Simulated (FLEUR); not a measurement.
# Calculated records

## GdBRh3: which magnetic order is lowest

Symmetry: Pm-3m, No. 221, cubic system. The conventional cell has a = 4.183 Å, b = 4.183 Å, c = 4.183 Å, α = 90.00°, β = 90.00°, γ = 90.00°. Gd has 12 Rh at 2.96 Å and 8 B at 3.62 Å nearest. B has 6 Rh at 2.09 Å and 8 Gd at 3.62 Å nearest. Nearest to Rh lie 2 B at 2.09 Å and 8 Rh at 2.96 Å and 4 Gd at 2.96 Å. Farther neighbours are not listed.

* method: LDA (VWN) with U = 3.6 eV on Gd f; all-electron FLAPW, Dirac cores, scalar-relativistic bands
* program: FLEUR MaX-R8.1
* settings of one run: kmax 4.32 1/bohr, gmax 13 1/bohr, muffin tin radii Gd: 2.8, B: 1.39, Rh: 2.46 bohr, lmax Gd: [10, 8], B: [6, 4], Rh: [10, 8], hist occupations, smearing width 0.08 eV, mixer Anderson, mixing 0.05, max iterations 130, stop 0.0001 me/bohr³, collinear spin, 8×8×8 k-mesh, double counting FLL, mesh matched on, seeded occupations whole cubic f orbitals, Hund's first rule, starting moments 7 0 0 0 0 μB
* cost: 2 runs, 5.2 min in all on 4 MPI ranks of AMD EPYC 9R45, shared host (the runs of this entry)
* notes: The run is spin-polarised, with a total moment of 6.97 μB a cell. Only 2 starts were tried; other patterns of signs, canted and longer-period orders were not.
* lowest state found: ferromagnetic (initial ferro +)
* largest site spin moment: 7.04 μB
* next finished state: antiferromagnetic, 0.164 meV a seeded atom higher

The lowest state found is ferromagnetic, reached from the start ferro +, with moments up to 7.04 μB. The two lowest states lie so close that the mesh, the functional or spin–orbit coupling could swap them.

[Hosts, paths, dates, database ids (printed as entryN), source tags and the programs' standing remarks are cut or masked in the printed files.]

[Where a cell is said to come from a database of computed structures, the database is the Materials Project.]
